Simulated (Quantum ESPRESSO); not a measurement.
# C (Fd-3m): a volume series of phonon spectra, part 2 of 7

Aim: how the vibrations of C shift with volume, and the expansion that follows.

What experiment has found for this phase:
- volume expansion coefficient 3.5 1e-6/K and bulk modulus 442 GPa near room temperature (given in “High-Throughput Prediction of Finite-Temperature Properties using the Quasi-Harmonic Approximation”, 2016, arXiv:1603.06924)

Quantum ESPRESSO 7.5; DFT PBE, scalar-relativistic, plane waves, GBRV ultrasoft pseudopotentials.

So far. Step 2 (A first coarse run): The start is under 1.5 GPa at this level and looks like an insulator or semiconductor on this mesh.

### Step 3. Finding the static equilibrium

Phonons are second derivatives about a minimum, so cell and atoms are relaxed first, inside the symmetry of the start.

Input file relax.in:

```
&CONTROL
  calculation   = 'vc-relax'
  prefix        = 'x'
  outdir        = './tmp'
  pseudo_dir    = './pseudo'
  tprnfor       = .true.
  tstress       = .true.
  forc_conv_thr = 2.0d-05
  etot_conv_thr = 1.0d-07
  nstep         = 40
/
&SYSTEM
  ibrav       = 0
  nat         = 2
  ntyp        = 1
  ecutwfc     = 45.0
  ecutrho     = 270.0
  occupations = 'fixed'
  nbnd        = 6
/
&ELECTRONS
  conv_thr         = 1.0d-11
  mixing_beta      = 0.7
  electron_maxstep = 100
/
&IONS
/
&CELL
  press_conv_thr = 0.1
/
ATOMIC_SPECIES
 C      12.0110  C.upf
CELL_PARAMETERS angstrom
     0.000000000    1.783370000    1.783370000
     1.783370000    0.000000000    1.783370000
     1.783370000    1.783370000    0.000000000
ATOMIC_POSITIONS crystal
 C      0.000000000   0.000000000   0.000000000
 C      0.250000000   0.250000000   0.250000000
K_POINTS automatic
 12 12 12 0 0 0
```

The run is started by

```sh
OMP_NUM_THREADS=1 mpirun -n 4 pw.x -nk 4 -in relax.in > relax.out
```

The log of the run:

```text
[banner, memory and clock lines left out]
Program PWSCF v.7.5

     Message from routine setup:
     using ibrav=0 with symmetry is DISCOURAGED, use correct ibrav instead

     G-vector sticks info

     bravais-lattice index     =            0
     lattice parameter (alat)  =       4.7660  a.u.
     unit-cell volume          =      76.5510 (a.u.)^3
     number of atoms/cell      =            2
     number of atomic types    =            1
     number of electrons       =         8.00
     number of Kohn-Sham states=            6
     kinetic-energy cutoff     =      45.0000  Ry
     charge density cutoff     =     270.0000  Ry
     scf convergence threshold =      1.0E-11
     mixing beta               =       0.7000
     number of iterations used =            8  plain     mixing
     energy convergence thresh.=      1.0E-07
     force convergence thresh. =      2.0E-05
     press convergence thresh. =      1.0E-01
     Exchange-correlation= SLA  PW   PBE  PBE
                           (   1   4   3   4   0   0   0)
     nstep                     =           40

     celldm(1)=   4.766014  celldm(2)=   0.000000  celldm(3)=   0.000000
     celldm(4)=   0.000000  celldm(5)=   0.000000  celldm(6)=   0.000000

     crystal axes: (cart. coord. in units of alat)
               a(1) = (   0.000000   0.707107   0.707107 )
               a(2) = (   0.707107   0.000000   0.707107 )
               a(3) = (   0.707107   0.707107   0.000000 )

     reciprocal axes: (cart. coord. in units 2 pi/alat)
               b(1) = ( -0.707107  0.707107  0.707107 )
               b(2) = (  0.707107 -0.707107  0.707107 )
               b(3) = (  0.707107  0.707107 -0.707107 )

     PseudoPot. # 1 for C  read from file:
     ./pseudo/C.upf
     Pseudo is Ultrasoft + core correction, Zval =  4.0
     Using radial grid of  721 points,  4 beta functions with:
                l(1) =   0
                l(2) =   0
                l(3) =   1
                l(4) =   1
     Q(r) pseudized with  8 coefficients,  rinner =    1.100   1.100   1.100

     atomic species   valence    mass     pseudopotential
     C                 4.00    12.01100     C ( 1.00)

     48 Sym. Ops., with inversion, found (24 have fractional translation)

   Cartesian axes

     site n.     atom                  positions (alat units)
         1        C      tau(   1) = (   0.0000000   0.0000000   0.0000000  )
         2        C      tau(   2) = (   0.3535534   0.3535534   0.3535534  )

     number of k points=    72
                       cart. coord. in units 2pi/alat
        k(    1) = (   0.0000000   0.0000000   0.0000000), wk =   0.0011574
        k(    2) = (   0.0589256   0.0589256  -0.0589256), wk =   0.0092593
        k(    3) = (   0.1178511   0.1178511  -0.1178511), wk =   0.0092593
        k(    4) = (   0.1767767   0.1767767  -0.1767767), wk =   0.0092593
        k(    5) = (   0.2357023   0.2357023  -0.2357023), wk =   0.0092593
        k(    6) = (   0.2946278   0.2946278  -0.2946278), wk =   0.0092593
        k(    7) = (  -0.3535534  -0.3535534   0.3535534), wk =   0.0046296
        k(    8) = (   0.1178511   0.0000000  -0.0000000), wk =   0.0069444
        k(    9) = (   0.1767767   0.0589256  -0.0589256), wk =   0.0277778
        k(   10) = (   0.2357023   0.1178511  -0.1178511), wk =   0.0277778
        k(   11) = (   0.2946278   0.1767767  -0.1767767), wk =   0.0277778
        k(   12) = (   0.3535534   0.2357023  -0.2357023), wk =   0.0277778
        k(   13) = (  -0.2946278  -0.4124790   0.4124790), wk =   0.0277778
        k(   14) = (  -0.2357023  -0.3535534   0.3535534), wk =   0.0277778
        k(   15) = (  -0.1767767  -0.2946278   0.2946278), wk =   0.0277778
        k(   16) = (  -0.1178511  -0.2357023   0.2357023), wk =   0.0277778
[...]
Dense  grid:     5769 G-vectors     FFT dimensions: (  32,  32,  32)

     Smooth grid:     3119 G-vectors     FFT dimensions: (  24,  24,  24)

     Initial potential from superposition of free atoms

     starting charge       7.9999, renormalised to       8.0000
     Starting wfcs are    8 randomized atomic wfcs

     per-process dynamical memory:     9.9 Mb

     Self-consistent Calculation

     iteration #  1     ecut=    45.00 Ry     beta= 0.70
     Davidson diagonalization with overlap
     ethr =  1.00E-02,  avg # of iterations =  2.5

     total energy              =     -22.95441072 Ry
     estimated scf accuracy    <       0.11445621 Ry

     iteration #  2     ecut=    45.00 Ry     beta= 0.70
     Davidson diagonalization with overlap
     ethr =  1.43E-03,  avg # of iterations =  1.2

     total energy              =     -22.96118161 Ry
     estimated scf accuracy    <       0.00277384 Ry

     iteration #  3     ecut=    45.00 Ry     beta= 0.70
     Davidson diagonalization with overlap
     ethr =  3.47E-05,  avg # of iterations =  4.3

     total energy              =     -22.96160699 Ry
     estimated scf accuracy    <       0.00004272 Ry

     iteration #  4     ecut=    45.00 Ry     beta= 0.70
     Davidson diagonalization with overlap
     c_bands:  1 eigenvalues not converged
     ethr =  5.34E-07,  avg # of iterations =  4.4

     total energy              =     -22.96161975 Ry
     estimated scf accuracy    <       0.00000048 Ry

     iteration #  5     ecut=    45.00 Ry     beta= 0.70
     Davidson diagonalization with overlap
     ethr =  6.03E-09,  avg # of iterations =  2.7

     total energy              =     -22.96162002 Ry
     estimated scf accuracy    <          9.6E-09 Ry

     iteration #  6     ecut=    45.00 Ry     beta= 0.70
     Davidson diagonalization with overlap
     ethr =  1.20E-10,  avg # of iterations =  2.5

     total energy              =     -22.96162003 Ry
     estimated scf accuracy    <          3.7E-10 Ry

     iteration #  7     ecut=    45.00 Ry     beta= 0.70
     Davidson diagonalization with overlap
     ethr =  4.65E-12,  avg # of iterations =  2.3

     End of self-consistent calculation

          k = 0.0000 0.0000 0.0000 (   387 PWs)   bands (ev):

    -8.1072  13.3459  13.3459  13.3459  18.9380  18.9380

          k = 0.0589 0.0589-0.0589 (   381 PWs)   bands (ev):

    -7.9151  12.1216  13.0232  13.0232  19.3609  19.3612

          k = 0.1179 0.1179-0.1179 (   380 PWs)   bands (ev):

    -7.3411   9.5944  12.3226  12.3226  20.2796  20.2796

          k = 0.1768 0.1768-0.1768 (   386 PWs)   bands (ev):

    -6.3937   6.7622  11.5999  11.5999  21.1371  21.1374

          k = 0.2357 0.2357-0.2357 (   389 PWs)   bands (ev):

    -5.0940   3.9858  11.0261  11.0261  21.6262  21.6262

          k = 0.2946 0.2946-0.2946 (   386 PWs)   bands (ev):

[...]
b(3) = (  0.706286  0.706286 -0.706286 )

     PseudoPot. # 1 for C  read from file:
     ./pseudo/C.upf
     Pseudo is Ultrasoft + core correction, Zval =  4.0
     Using radial grid of  721 points,  4 beta functions with:
                l(1) =   0
                l(2) =   0
                l(3) =   1
                l(4) =   1
     Q(r) pseudized with  8 coefficients,  rinner =    1.100   1.100   1.100

     atomic species   valence    mass     pseudopotential
     C                 4.00    12.01100     C ( 1.00)

     48 Sym. Ops., with inversion, found (24 have fractional translation)

   Cartesian axes

     site n.     atom                  positions (alat units)
         1        C      tau(   1) = (  -0.0000000   0.0000000   0.0000000  )
         2        C      tau(   2) = (   0.3539641   0.3539641   0.3539641  )

     number of k points=    72
                       cart. coord. in units 2pi/alat
[...]
k(   65) = (  -0.2354287  -0.4708575   0.7062862), wk =   0.0277778
        k(   66) = (  -0.1765716  -0.4120003   0.6474290), wk =   0.0555556
        k(   67) = (  -0.1177144  -0.3531431   0.5885719), wk =   0.0277778
        k(   68) = (  -0.1177144  -0.4708575   0.7062862), wk =   0.0277778
        k(   69) = (  -0.0588572  -0.4120003   0.6474290), wk =   0.0555556
        k(   70) = (  -0.0000000  -0.3531431   0.5885719), wk =   0.0277778
        k(   71) = (  -0.7062862   0.2354287   0.0000000), wk =   0.0138889
        k(   72) = (  -0.7062862   0.3531431  -0.0000000), wk =   0.0069444

     Dense  grid:     5769 G-vectors     FFT dimensions: (  32,  32,  32)

     Smooth grid:     3119 G-vectors     FFT dimensions: (  24,  24,  24)

     Initial potential from superposition of free atoms

     starting charge       7.9999, renormalised to       8.0000
     Starting wfcs are    8 randomized atomic wfcs

     per-process dynamical memory:    10.1 Mb

     Self-consistent Calculation

     iteration #  1     ecut=    45.00 Ry     beta= 0.70
     Davidson diagonalization with overlap
     c_bands:  1 eigenvalues not converged
     c_bands:  1 eigenvalues not converged
     c_bands:  1 eigenvalues not converged
     c_bands:  1 eigenvalues not converged
     ethr =  1.00E-06,  avg # of iterations = 12.8

     total energy              =     -22.95320692 Ry
     estimated scf accuracy    <       0.11655850 Ry

     iteration #  2     ecut=    45.00 Ry     beta= 0.70
     Davidson diagonalization with overlap
     ethr =  1.46E-03,  avg # of iterations =  1.0

     total energy              =     -22.96111350 Ry
     estimated scf accuracy    <       0.00259128 Ry

     iteration #  3     ecut=    45.00 Ry     beta= 0.70
     Davidson diagonalization with overlap
     ethr =  3.24E-05,  avg # of iterations =  2.3

     total energy              =     -22.96162222 Ry
     estimated scf accuracy    <       0.00004470 Ry

     iteration #  4     ecut=    45.00 Ry     beta= 0.70
     Davidson diagonalization with overlap
     ethr =  5.59E-07,  avg # of iterations =  4.0

     total energy              =     -22.96163876 Ry
     estimated scf accuracy    <       0.00000054 Ry

     iteration #  5     ecut=    45.00 Ry     beta= 0.70
     Davidson diagonalization with overlap
     ethr =  6.71E-09,  avg # of iterations =  2.5

     total energy              =     -22.96163908 Ry
     estimated scf accuracy    <       0.00000001 Ry

     iteration #  6     ecut=    45.00 Ry     beta= 0.70
     Davidson diagonalization with overlap
     ethr =  1.39E-10,  avg # of iterations =  2.6

     total energy              =     -22.96163909 Ry
     estimated scf accuracy    <          6.1E-10 Ry

     iteration #  7     ecut=    45.00 Ry     beta= 0.70
     Davidson diagonalization with overlap
     ethr =  7.69E-12,  avg # of iterations =  2.0

     total energy              =     -22.96163909 Ry
     estimated scf accuracy    <          9.8E-12 Ry

     iteration #  8     ecut=    45.00 Ry     beta= 0.70
     Davidson diagonalization with overlap
     ethr =  1.22E-13,  avg # of iterations =  2.8

     End of self-consistent calculation

          k = 0.0000 0.0000 0.0000 (   387 PWs)   bands (ev):

[...]
k = 0.1177-0.0000 0.0000 (   383 PWs)   bands (ev):

[...]
k = 0.2354-0.0000 0.0000 (   383 PWs)   bands (ev):

[...]
k = 0.4120 0.1766-0.1766 (   389 PWs)   bands (ev):

[...]
k = 0.0000-0.2354 0.2354 (   385 PWs)   bands (ev):

[...]
k = 0.3531 0.0000-0.0000 (   375 PWs)   bands (ev):

[...]
k = 0.4120 0.0589-0.0589 (   394 PWs)   bands (ev):

[...]
k = 0.4709 0.1177-0.1177 (   392 PWs)   bands (ev):

[...]
k = 0.4709-0.0000 0.0000 (   387 PWs)   bands (ev):

[...]
k = 0.5297 0.0589-0.0589 (   393 PWs)   bands (ev):

[...]
k = 0.5886-0.0000 0.0000 (   392 PWs)   bands (ev):

[...]
k = 0.2354 0.1177 0.0000 (   381 PWs)   bands (ev):

[...]
k = 0.2943 0.1766-0.0589 (   384 PWs)   bands (ev):

[...]
k = 0.3531 0.2354-0.1177 (   390 PWs)   bands (ev):

[...]
k = 0.3531 0.1177 0.0000 (   387 PWs)   bands (ev):

[...]
k = 0.4120 0.1766-0.0589 (   395 PWs)   bands (ev):

[...]
k = 0.0000-0.2354 0.3531 (   396 PWs)   bands (ev):

[...]
k = 0.4709 0.1177 0.0000 (   399 PWs)   bands (ev):

[...]
k =-0.0589-0.5297 0.6474 (   393 PWs)   bands (ev):

[...]
k =-0.0000-0.4709 0.5886 (   390 PWs)   bands (ev):

[...]
k =-0.7063 0.1177-0.0000 (   398 PWs)   bands (ev):

[...]
k =-0.2354-0.4709 0.7063 (   397 PWs)   bands (ev):

[...]
k =-0.1766-0.4120 0.6474 (   394 PWs)   bands (ev):

[...]
k =-0.1177-0.3531 0.5886 (   394 PWs)   bands (ev):

[...]
k =-0.1177-0.4709 0.7063 (   395 PWs)   bands (ev):

    -1.1333   3.1076   5.4269   6.5211  21.0616  22.3684

          k =-0.0589-0.4120 0.6474 (   393 PWs)   bands (ev):

     0.2302   2.0117   4.6493   6.2282  21.8867  24.0853

          k =-0.0000-0.3531 0.5886 (   394 PWs)   bands (ev):

    -0.2662   2.4346   4.3636   6.7612  22.3489  24.1332

          k =-0.7063 0.2354 0.0000 (   390 PWs)   bands (ev):

     1.1013   1.1013   5.5038   5.5038  21.5031  21.5031

          k =-0.7063 0.3531-0.0000 (   396 PWs)   bands (ev):

     1.3468   1.3468   4.9938   4.9938  23.8980  23.8980

     highest occupied, lowest unoccupied level (ev):    13.2832   17.4451

!    total energy              =     -22.96163909 Ry
     estimated scf accuracy    <          6.2E-14 Ry

     The total energy is the sum of the following terms:
     one-electron contribution =       8.01277072 Ry
     hartree contribution      =       1.93665131 Ry
     xc contribution           =      -7.36605064 Ry
     ewald contribution        =     -25.54501049 Ry

     convergence has been achieved in   8 iterations

     Forces acting on atoms (cartesian axes, Ry/au):

     atom    1 type  1   force =     0.00000000   -0.00000000   -0.00000000
     atom    2 type  1   force =    -0.00000000    0.00000000    0.00000000

     Total force =     0.000000     Total SCF correction =     0.000000

     Computing stress (Cartesian axis) and pressure

          total   stress  (Ry/bohr**3)                   (kbar)     P=        0.07
   0.00000051   0.00000000   0.00000000            0.07        0.00        0.00
   0.00000000   0.00000051  -0.00000000            0.00        0.07       -0.00
   0.00000000   0.00000000   0.00000051            0.00        0.00        0.07

     XML data file, charge density, pseudopotentials, collected wavefunctions
```

Elapsed: 3.6 s, on 4 MPI ranks of Arm Neoverse V2, shared host.

Relaxation path:

| step | energy less that of the first step (eV) | largest force (eV/Å) | volume (Å³) |
| --- | --- | --- | --- |
| 1 | 0.0000 | 0.0000 | 11.34 |
| 2 | 0.0001 | 0.0000 | 11.43 |
| 3 | -0.0002 | 0.0000 | 11.38 |
| 4 | -0.0002 | 0.0000 | 11.38 |
| 5 | -0.0003 | 0.0000 | 11.38 |

```csv
"conventional cell, symmetrised",before,after,change
a (Å),3.567,3.571,+0.1 %
b (Å),3.567,3.571,+0.1 %
c (Å),3.567,3.571,+0.1 %
volume (Å³/atom),5.67,5.69,+0.3 %
```

Final coordinates:

```cif
data_structure
_symmetry_space_group_name_H-M 'P 1'
_symmetry_Int_Tables_number 1
_cell_length_a 2.5250
_cell_length_b 2.5250
_cell_length_c 2.5250
_cell_angle_alpha 60.000
_cell_angle_beta 60.000
_cell_angle_gamma 60.000
_cell_volume 11.38
loop_
_atom_site_label
_atom_site_type_symbol
_atom_site_fract_x
_atom_site_fract_y
_atom_site_fract_z
_atom_site_occupancy
C1 C 0.00000 0.00000 0.00000 1
C2 C 0.25000 0.25000 0.25000 1
```

Numbers from this step:

| Quantity | Value |
| --- | --- |
| volume per atom | 5.692 Å³ |
| pressure | 0.007000 GPa |
| gap on the k-mesh | 4.162 eV |

After the last step pw.x solved the final cell once more on a basis chosen for it, which moves the energy without moving the atoms.

(Part 2 of 7 ends here.)

[Logs are printed without paths, hosts, clocks, repeated set-up lines and the standing remarks that a program may print on its own settings, such as how far it seeks lower states.]

[Hosts, paths, dates, database ids (printed as entryN), source tags and the programs' standing remarks are cut or masked in the printed files.]

[A step with changed settings may run another functional than the one named; its input shows which.]

[Of the runs on displaced cells, only some may be shown.]
